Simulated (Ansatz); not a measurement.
# Direct or indirect: KBr (Fm-3m)

Space group Fm-3m (No. 225). a = 6.600 Å, b = 6.600 Å, c = 6.600 Å, α = 90.00°, β = 90.00°, γ = 90.00°
| atom | site | symmetry | x | y | z |
| --- | --- | --- | --- | --- | --- |
| Br | 4b | m-3m | 0.5000 | 0.0000 | 0.0000 |
| K | 4a | m-3m | 0.0000 | 0.0000 | 0.0000 |

Method: Ansatz, PBE, independent particles, without spin-orbit coupling, line width 0.1 eV (Gaussian). The band structure gives a fundamental gap of 4.44 eV. The spectrum of vertical transitions near the edge:

```json
{"E (eV)": "3.96", "Im ε, E ∥ xyz": "0.00"}
{"E (eV)": "4.08", "Im ε, E ∥ xyz": "0.00"}
{"E (eV)": "4.20", "Im ε, E ∥ xyz": "0.00"}
{"E (eV)": "4.32", "Im ε, E ∥ xyz": "0.01"}
{"E (eV)": "4.44", "Im ε, E ∥ xyz": "0.10"}
{"E (eV)": "4.56", "Im ε, E ∥ xyz": "0.28"}
{"E (eV)": "4.68", "Im ε, E ∥ xyz": "0.41"}
{"E (eV)": "4.80", "Im ε, E ∥ xyz": "0.49"}
{"E (eV)": "4.92", "Im ε, E ∥ xyz": "0.57"}
{"E (eV)": "5.04", "Im ε, E ∥ xyz": "0.63"}
{"E (eV)": "5.16", "Im ε, E ∥ xyz": "0.69"}
{"E (eV)": "5.28", "Im ε, E ∥ xyz": "0.74"}
{"E (eV)": "5.40", "Im ε, E ∥ xyz": "0.80"}
{"E (eV)": "5.52", "Im ε, E ∥ xyz": "0.85"}
{"E (eV)": "5.64", "Im ε, E ∥ xyz": "0.91"}
```

Is the gap direct or indirect, and about where do vertical transitions set in?

Direct: the band path has its least direct gap at the fundamental one, 4.44 eV, and the curves rise from there. Lines are broadened by 0.1 eV, which spreads the edge.

[Logs are printed without paths, hosts, clocks, repeated set-up lines and the standing remarks that a program may print on its own settings, such as how far it seeks lower states.]
